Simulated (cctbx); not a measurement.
# Interatomic vectors of TiAsPRh

Space group R3m (no. 160), a = 3.8790 Å, b = 3.8790 Å, c = 18.7830 Å, α = 90.00°, β = 90.00°, γ = 120.00°, content Rh3 As3 Ti3 P3.

The data are simulated with cctbx, not measured: Cu Kα, λ = 1.54184 Å, to d = 0.83 Å, 80 % of the full sphere, strongest reflection 40000 counts, noise from counting, a 1.5 % proportional error and a noise floor of 2 counts (s.d.); no absorption.

Patterson synthesis, origin scaled to 1000:

```text
Patterson group R -3 m :H
      u       v       w   height  length (A)
  0.000   0.000   0.000   1000.0     0.00
  0.000   0.000   0.500    681.1     9.39
  0.000   0.000   0.375    441.0     7.05
  0.000   0.000   0.126    303.7     2.36
  0.048   0.095   0.937     11.5     1.23
  0.025   0.513   0.326     10.8     6.43
  0.063   0.298   0.030      8.6     1.20
  0.055   0.110   0.439      3.9     8.25
  0.047   0.295   0.527      3.2     8.95
  0.090   0.180   0.729      1.7     5.12
  0.029   0.515   0.830     -0.3     3.74
  0.093   0.187   0.224     -2.3     4.25
 -0.013   0.493   0.047     -2.5     2.13
  0.000   0.000   0.311     -4.2     5.84
```

**Question.** Which atom pairs make the peaks, and where is the heaviest atom?

A peak at u stands for all pairs with xi − xj = u, with weight Σ ZiZj against Σ Z² = 11469 at the origin. Peak heights follow these weights only roughly, since form factors, motion and series ripples differ, all vectors within 0.55 Å of a peak are counted as merged into it though the farther ones add only part of their weight, and F(000) is left out, which lowers the whole map:

| u | v | w | shortest length (Å) | height | 1000 ΣZiZj/ΣZ² | pairs in the cell |
| --- | --- | --- | --- | --- | --- | --- |
| 0.000 | 0.000 | 0.500 | 3.85 | 681 | 777 | 6 × Rh–Ti, 6 × As–P |
| 0.000 | 0.000 | 0.375 | 2.37 | 441 | 475 | 3 × Rh–As, 3 × Ti–P |
| 0.000 | 0.000 | 0.126 | 2.37 | 304 | 366 | 3 × As–Ti, 3 × Rh–P |

The table stops at ten peaks or at a height of 45, below which ripples compete. In the model behind the data Rh, the heaviest element, has 1 independent site: (0, 0, 0.0012), up to an allowed shift of origin. No listed peak is a Rh–Rh vector, so the position follows from the cell content and the cross vectors. The whole model:

| atom | mult. | x | y | z | Ueq (Å²) |
| --- | --- | --- | --- | --- | --- |
| Rh1 | 3 | 0 | 0 | 0.0012 | 0.0114 |
| As1 | 3 | 1/3 | 2/3 | 0.2924 | 0.0171 |
| Ti1 | 3 | 1/3 | 2/3 | 0.1655 | 0.0159 |
| P1 | 3 | 0 | 0 | 0.1280 | 0.0253 |

The model was made for the exercise: a known structure type with other elements put in, its volume estimated, not relaxed; displacement parameters are assumed.

[Logs are printed without paths, hosts, clocks, repeated set-up lines and the standing remarks that a program may print on its own settings, such as how far it seeks lower states.]
